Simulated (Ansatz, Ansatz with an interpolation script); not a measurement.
**Si3N4 (P6_3/m): quasiparticle bands by Wannier interpolation**

Aim: the G0W0 bands of Si3N4 (P6_3/m) along the symmetry lines, with the gap off the mesh.

Calculated with Ansatz 0.2.0; LDA, Wannier functions and G0W0, plane waves, PAW.

### 1. The starting structure

It takes space group P6_3/m (No. 176, hexagonal). The conventional cell has a = 7.604 Å, b = 7.604 Å, c = 2.906 Å, α = 90.00°, β = 90.00°, γ = 120.00°. Nearest to Si lie 4 N at 1.73 to 1.74 Å. Nearest to N lie 3 Si at 1.74 Å. Nearest to N lie 3 Si at 1.73 Å. Farther neighbours and most contacts between anions are not listed.

Coordinates:

```cif
data_structure
_symmetry_space_group_name_H-M 'P6_3/m'
_symmetry_Int_Tables_number 176
_cell_length_a 7.6044
_cell_length_b 7.6044
_cell_length_c 2.9063
_cell_angle_alpha 90.000
_cell_angle_beta 90.000
_cell_angle_gamma 120.000
_cell_volume 145.55
loop_
_atom_site_label
_atom_site_type_symbol
_atom_site_symmetry_multiplicity
_atom_site_Wyckoff_symbol
_atom_site_fract_x
_atom_site_fract_y
_atom_site_fract_z
_atom_site_occupancy
Si1 Si 6 h 0.76848 0.17456 0.25000 1
N1 N 6 h 0.03050 0.33024 0.25000 1
N2 N 2 d 0.66667 0.33333 0.25000 1
```

The cell and positions come from the Crystallography Open Database and are kept as given unless a step says otherwise.

### 2. LDA bands

The cheap functional maps the bands first; the places of the edges decide which points the dearer methods must see.

This step: DFT, LDA, plane waves, PAW; PAW set soft_1.

input.yaml

```yaml
crystal:
  lattice:
    - [7.6044, 0.0, 0.0]
    - [-3.8022, 6.58560358, 0.0]
    - [0.0, 0.0, 2.9063]
  atoms:
    - { symbol: Si, position: [0.768477, 0.174557, 0.25] }
    - { symbol: Si, position: [0.59392, 0.768477, 0.75] }
    - { symbol: Si, position: [0.825443, 0.59392, 0.25] }
    - { symbol: Si, position: [0.231523, 0.825443, 0.75] }
    - { symbol: Si, position: [0.40608, 0.231523, 0.25] }
    - { symbol: Si, position: [0.174557, 0.40608, 0.75] }
    - { symbol: "N", position: [0.0305, 0.33024, 0.25] }
    - { symbol: "N", position: [0.70026, 0.0305, 0.75] }
    - { symbol: "N", position: [0.66976, 0.70026, 0.25] }
    - { symbol: "N", position: [0.9695, 0.66976, 0.75] }
    - { symbol: "N", position: [0.29974, 0.9695, 0.25] }
    - { symbol: "N", position: [0.33024, 0.29974, 0.75] }
    - { symbol: "N", position: [0.66666667, 0.33333333, 0.25] }
    - { symbol: "N", position: [0.33333333, 0.66666667, 0.75] }
kpoints:
  mp_grid: { grid: [3, 3, 6] }
  band_path:
    path:
      - [[0.0, 0.0, 0.0], [0.5, 0.0, 0.0], [0.33333333, 0.33333333, 0.0], [0.0, 0.0, 0.0], [0.0, 0.0, 0.5], [0.5, 0.0, 0.5], [0.33333333, 0.33333333, 0.5], [0.0, 0.0, 0.5]]
      - [[0.5, 0.0, 0.5], [0.5, 0.0, 0.0]]
      - [[0.33333333, 0.33333333, 0.5], [0.33333333, 0.33333333, 0.0]]
    npoints: 10
hamiltonian:
  xc: lda
  pseudopotentials: { kind: paw, azcp: { folder: soft_1 }, xc_functional: pbe }
scf:
  occupations: { method: fermi_dirac, width: 0.02 }
  n_extra_bands: 77
output:
  eigenvalues: true
  fatbands: true
  write_density: true
  write_potential: true
  elf: true
  volumetric_format: npy
```

The run is started by

```
> ansatz run input.yaml --threads 3 --pin off --max-ram 92160MiB --backend cuda --events-out ev --progress --plain --runs-dir out --devices 1 --max-vram 13GiB
```

Numbers of over 12 decimals in the logs are rounded to 6 here.

The program printed:

```text
scf.n_extra_bands = 77 over 32 filled bands (N_el = 64.0): the run solves 109 bands
GPUs: using 1 of 1 available (devices: 1).
Engine: ansatz 0.2.0, x86_64-unknown-linux-gnu
Pseudopotentials: kind: paw
Pseudopotential: Si, paw, valence charge 4, recommended cutoff 420 eV (normal), soft_1/Si.paw.azcp
Pseudopotential: N, paw, valence charge 5, recommended cutoff 420 eV (normal), soft_1/N.paw.azcp
Functional definition: SPW92
  exchange = slater_x
  correlation = pw_c
device memory: the entry about to start is reckoned to put 5.7 GiB on a device that reports 64.5 GiB free (of which the cap on the GPU budget leaves the run 13.0 GiB)
GPU FFT provider: cuFFT
GPU libraries: cuBLAS 13.8.2, cuFFT 12.4.0, cuSOLVER 12.3.4
Crystal: 14 atoms, lattice volume = 145.546 Å³
Basis set: ecut = 420 eV, 2823 PW (Γ)
Bands: 109, of which v1, the nominal top of the filled ones, is band 32 counted from 1 (31 counted from 0)
Symmetry: 12 space group operations
Space group: P63/m (ITA 176), of the structure as read, at distance tolerance 5.3e-5 Å
k-points: 12 of 54
Non-local potential: Si, projectors of the file, l = 0: 2, l = 1: 2, l = 2: 1
Non-local potential: N, projectors of the file, l = 0: 2, l = 1: 2, l = 2: 1
PAW form: soft (Blöchl's): semilocal exchange-correlation on the pseudo side does not see the compensation charge
PAW frozen core: Si, regenerated for the run's functional, and the local potential with it (the file was generated under x = pbe(κ = 0.804, μ = 0.219515), c = pbe(β = 0.066725))
PAW frozen core: N, regenerated for the run's functional, and the local potential with it (the file was generated under x = pbe(κ = 0.804, μ = 0.219515), c = pbe(β = 0.066725))
PAW one-centre angular grid: Si, 110 points (default); XC on 64 Gauss nodes
PAW one-centre angular grid: N, 110 points (default); XC on 64 Gauss nodes
Initial density: superposition of atomic densities (chi_scale 0.1, normalization cell, long waves kept (reshape's long-wave potential 0.02 eV rms))
Initial wavefunctions: pseudopotential atomic-orbital guess
GPU buffer pool allocated for 58320 grid points (all kernels)
GPU transforms: local potential and band sums: pruned to the plane-wave sphere, on 54×54×20
Functional: x = slater, c = lda
SCF iter   1: F=—  HF=-6672.207665 eV  |F-HF|=—  |Δ(HF+E_count)|=         —  Δρ=1.52e-1  dr2=3.50e1  ethr=3.10e-3  ⟨swp⟩=5.1  Hψ=5980  notcnv=0  defer=541
preconditioner: auto → Resta (q_TF=auto, 2.379 Å⁻¹)  ε∞=1.9  [insulator: Δε(μ)=6.075 eV  Ē_g=25.982 eV  σ=0.020 eV  W_gap=1.00  n_scr=32 (ndim 8)  ℏωp=24.6 eV  f_vac=0.009  D(μ)=0.00/eV (n_scr^D=0)  ε∞_Penn≈1.9]
SCF iter   2: F=—  HF=-6662.903132 eV  |F-HF|=—  |Δ(HF+E_count)|=    9.30e0  Δρ=6.59e-2  dr2=6.87e0  ethr=3.10e-3  ⟨swp⟩=2.0  Hψ=1913  notcnv=0  defer=848
SCF iter   3: F=—  HF=-6660.716027 eV  |F-HF|=—  |Δ(HF+E_count)|=    2.19e0  Δρ=8.35e-3  dr2=8.28e-2  ethr=3.10e-3  ⟨swp⟩=2.3  Hψ=921  notcnv=0  defer=848
SCF iter   4: F=—  HF=-6660.696962 eV  |F-HF|=—  |Δ(HF+E_count)|=   1.91e-2  Δρ=1.04e-3  dr2=2.42e-3  ethr=1.29e-4  ⟨swp⟩=2.0  Hψ=1583  notcnv=0  defer=853
SCF iter   5: F=—  HF=-6660.696889 eV  |F-HF|=—  |Δ(HF+E_count)|=   7.32e-5  Δρ=3.33e-4  dr2=1.97e-4  ethr=3.78e-6  ⟨swp⟩=2.0  Hψ=799  notcnv=0  defer=853
SCF iter   6: F=—  HF=-6660.696885 eV  |F-HF|=—  |Δ(HF+E_count)|=   4.09e-6  Δρ=5.82e-5  dr2=5.21e-6  ethr=3.08e-7  ⟨swp⟩=2.0  Hψ=767  notcnv=0  defer=853
SCF iter   7: F=—  HF=-6660.696998 eV  |F-HF|=—  |Δ(HF+E_count)|=   1.13e-4  Δρ=8.97e-6  dr2=1.62e-7  ethr=8.13e-9  ⟨swp⟩=2.0  Hψ=795  notcnv=0  defer=853
SCF iter   8: F=-6660.696998 eV  HF=-6660.696998 eV  |F-HF|=1.77e-9  |Δ(HF+E_count)|=   8.51e-8  Δρ=1.53e-6  dr2=4.33e-9  ethr=1.56e-10  ⟨swp⟩=12.7  Hψ=9772  notcnv=0
SCF 1 converged in 8 iterations: F = -6660.696998 eV  dr2 = 4.33e-9
[...]
device memory: the entry about to start is reckoned to put 4.5 GiB on a device that reports 70.8 GiB free (of which the cap on the GPU budget leaves the run 13.0 GiB)
NSCF: frozen V_eff on 93 k-points
SCF converged after 8 iterations
Free energy (F): -6660.696998 eV
Harris-Foulkes:  -6660.696998 eV  (|F-HF|=1.77e-9)
Internal energy: -6660.696998 eV  (E = F + TS)
E sigma→0 (E₀):  -6660.696998 eV
Fermi energy:    10.099514 eV
--- Per-component energies (eV) ---
  E_band       = 47.497187
  E_kinetic    = 1330.349096
  E_local      = -2036.433923  (includes V_loc(G=0)·N_el)
  E_nonlocal   = 422.713967
  E_hartree    = 711.823656
  E_xc         = -819.100512
  E_vxc        = -904.558400  (∫ρ·V_xc dr)
  E_paw        = -3866.250382  (= ΣΔE_a)
  E_vpaw       = -188.227605  (= ΣTr[D̂ρ^β])
  E_aug_tail   = 0.007131  (compensation charges beyond the density's cutoff)
  E_ewald      = -2404.952369
  E_core_change = 1.146337  (= ΣΔE_core)
  E_smearing   = -0.000000  (= −TS)
  E_closure    = -0.000000  (closes the sum)
  Σ components = -6660.696998   (vs F -6660.696998, Δ=0.00e0)
--- Band table (eV; the first three rows and the last of 12) ---
  k-point 0: bands = [... 28 lower, 6.7040, 7.5444, 7.6170, 7.8155, 12.1676, 12.6132, 12.7718, 12.7718, ... 73 higher]
  k-point 1: bands = [... 28 lower, 6.7300, 6.7300, 6.8509, 8.0175, 13.5358, 13.8385, 13.8385, 14.0167, ... 73 higher]
  k-point 2: bands = [... 28 lower, 6.2867, 6.5503, 6.5503, 7.6739, 12.9119, 12.9119, 13.8192, 13.8192, ... 73 higher]
  k-point 11: bands = [... 28 lower, 6.5827, 6.5827, 6.8822, 6.8822, 12.8920, 12.8920, 13.6688, 13.6688, ... 73 higher]
```

Elapsed: 14 s, on 1 × NVIDIA H100 80GB HBM3 (shared by 6 runs) with 3 threads of AMD EPYC 7R13 (Zen 3), shared host; peak memory 1 GiB.

Numbers from this step:

```
filled bands         : 32
gap                  : 4.150 eV
valence top at       : k = (0.000, 0.000, 0.167)
conduction bottom at : Γ
least direct gap     : 4.352 eV
```

The gap is indirect, with the least direct gap 0.20 eV higher.

The electronic bands at the labelled points (eV, zero at the top of the highest nominally filled band):

| point | band 29 | band 30 | band 31 | band 32 | band 33 | band 34 | band 35 | band 36 |
| --- | --- | --- | --- | --- | --- | --- | --- | --- |
| Γ | -1.31 | -0.47 | -0.40 | -0.20 | 4.15 | 4.60 | 4.75 | 4.75 |
| halfway | -1.37 | -0.57 | -0.42 | -0.22 | 4.30 | 4.62 | 4.78 | 4.87 |
| M | -1.38 | -0.79 | -0.34 | -0.26 | 4.47 | 4.56 | 4.71 | 5.15 |
| halfway | -1.38 | -0.90 | -0.33 | -0.27 | 4.52 | 4.60 | 4.71 | 5.23 |
| K | -1.16 | -1.16 | -0.29 | -0.29 | 4.55 | 4.69 | 4.69 | 5.42 |
| halfway | -1.43 | -0.63 | -0.40 | -0.23 | 4.34 | 4.67 | 4.69 | 4.96 |
| Γ | -1.31 | -0.47 | -0.40 | -0.20 | 4.15 | 4.60 | 4.75 | 4.75 |
| halfway | -1.61 | -1.35 | -1.35 | -0.08 | 5.53 | 5.53 | 6.29 | 6.56 |
| A | -1.65 | -1.65 | -1.38 | -1.38 | 4.54 | 4.54 | 4.54 | 4.54 |
| halfway | -1.60 | -1.60 | -1.19 | -1.19 | 4.59 | 4.59 | 4.97 | 4.97 |
| L | -1.53 | -1.53 | -1.07 | -1.07 | 4.64 | 4.64 | 5.67 | 5.67 |
| halfway | -1.49 | -1.49 | -1.10 | -1.10 | 4.74 | 4.74 | 5.71 | 5.71 |
| H | -1.43 | -1.43 | -1.14 | -1.14 | 4.87 | 4.87 | 5.65 | 5.65 |
| halfway | -1.58 | -1.58 | -1.16 | -1.16 | 4.62 | 4.62 | 5.08 | 5.08 |
| A | -1.65 | -1.65 | -1.38 | -1.38 | 4.54 | 4.54 | 4.54 | 4.54 |
| jump to L | -1.53 | -1.53 | -1.07 | -1.07 | 4.64 | 4.64 | 5.67 | 5.67 |
| halfway | -1.51 | -1.34 | -0.98 | -0.63 | 5.17 | 5.23 | 5.96 | 6.05 |
| M | -1.38 | -0.79 | -0.34 | -0.26 | 4.47 | 4.56 | 4.71 | 5.15 |
| jump to H | -1.43 | -1.43 | -1.14 | -1.14 | 4.87 | 4.87 | 5.65 | 5.65 |
| halfway | -1.67 | -1.33 | -0.87 | -0.87 | 5.09 | 5.54 | 5.54 | 6.15 |
| K | -1.16 | -1.16 | -0.29 | -0.29 | 4.55 | 4.69 | 4.69 | 5.42 |

Valence density in the ab plane at fractional z = 0.250, with atoms of Si and N within 0.2 Å of it. It is the smooth field of the valence electrons, not physical close to the nuclei.

Ten even steps from '0' (0.0 e/Å³) to '9' (3.5 e/Å³), each cell a mean:
```
000038982000000000000
000137731000000000000
000123210000000000000
000011000000001210000
000000000000126631000
000000000000279831000
000000000001499621000
000000000001465310000
000000000001122100000
000000000000001100000
000000000000001221000
122100000000013421000
575200000000147731001
995100000001489721015
972000000012699521137
520000000012454210135
100000000011111100122
000000011100000000000
000000122100000000000
000001453100000000000
000014994100000000000
```
Columns run along a (7.6 Å), rows up along b (7.6 Å). Atoms in or near the plane, at fractional coordinates: Si at (0.77, 0.17), Si at (0.83, 0.59), Si at (0.41, 0.23), N at (0.03, 0.33), N at (0.67, 0.70), N at (0.30, 0.97), N at (0.67, 0.33).

Electrostatic potential energy in the ab plane at fractional z = 0.250, with atoms of Si and N within 0.2 Å of it. With pseudopotentials it is smooth inside the atoms' cores, unlike the true potential.

Ten even steps from '_' (-38 eV) to '@' (14 eV), each cell a mean:
```
@@@@@@@@##..__..##@@@@@@@@@@@@@@@@@@@@@@@@
@@@@@@@@**....++@@@@@@@@@@@@@@@@@@@@@@@@@@
@@@@@@@@##++##@@@@@@@@@@@@@@@@@@@@@@@@@@@@
@@@@@@@@%%%%@@@@@@@@@@@@%%%%%%%%@@@@@@@@@@
@@@@@@@@%%@@@@@@@@@@@@@@%%**----##@@%%%%%%
%%@@@@@@@@@@@@@@@@@@@@@@##::__..**##****##
%%@@@@@@@@@@@@@@@@@@@@%%==____--++--..::**
%%@@@@@@@@@@@@@@@@@@@@%%++::==++::====::**
@@@@@@@@@@@@@@@@@@@@@@@@%%####----##----%%
@@@@@@@@@@@@@@@@@@@@@@@@@@@@##--::::--##@@
@@@@@@@@@@@@@@@@@@@@@@@@@@@@##==--==##%%@@
@@####%%%%@@@@@@@@@@@@@@@@%%**++**%%@@@@@@
==..--##%%@@@@@@%%%%##%%%%++..::**%%@@@@%%
____--%%@@@@@@%%**====**++____..##%%%%%%==
__..##@@@@@@%%++::::::++--____==**++****..
==##@@@@@@%%**::++++::**++==++==::::--**==
@@@@@@@@@@%%==::++--==%%%%##++::++----##%%
@@@@@@@@@@##==::::==##@@%%##::==**::++%%@@
@@@@@@@@@@%%**++**%%@@@@%%**::::::==%%@@@@
@@@@@@@@@@%%++==**@@@@@@%%##====**%%@@@@@@
@@@@@@@@@@++____++@@@@@@@@%%%%%%%%@@@@@@@@
```
Columns run along a (7.6 Å; values clipped at the 3rd and 97th percentile), rows up along b (7.6 Å). Atoms in or near the plane, at fractional coordinates: Si at (0.77, 0.17), Si at (0.83, 0.59), Si at (0.41, 0.23), N at (0.03, 0.33), N at (0.67, 0.70), N at (0.30, 0.97), N at (0.67, 0.33).

[end of part 1 of 2]

[Paths, hosts, dates, memory and timing lines, banners, echoed tables and standing remarks are left out of the program output.]

[Logs are printed without paths, hosts, clocks, repeated set-up lines and the standing remarks that a program may print on its own settings, such as how far it seeks lower states.]

[Runs of the session that timed out or met a known fault of the program may be left out.]

[Hosts, paths, dates, database ids (printed as entryN), source tags and the programs' standing remarks are cut or masked in the printed files.]
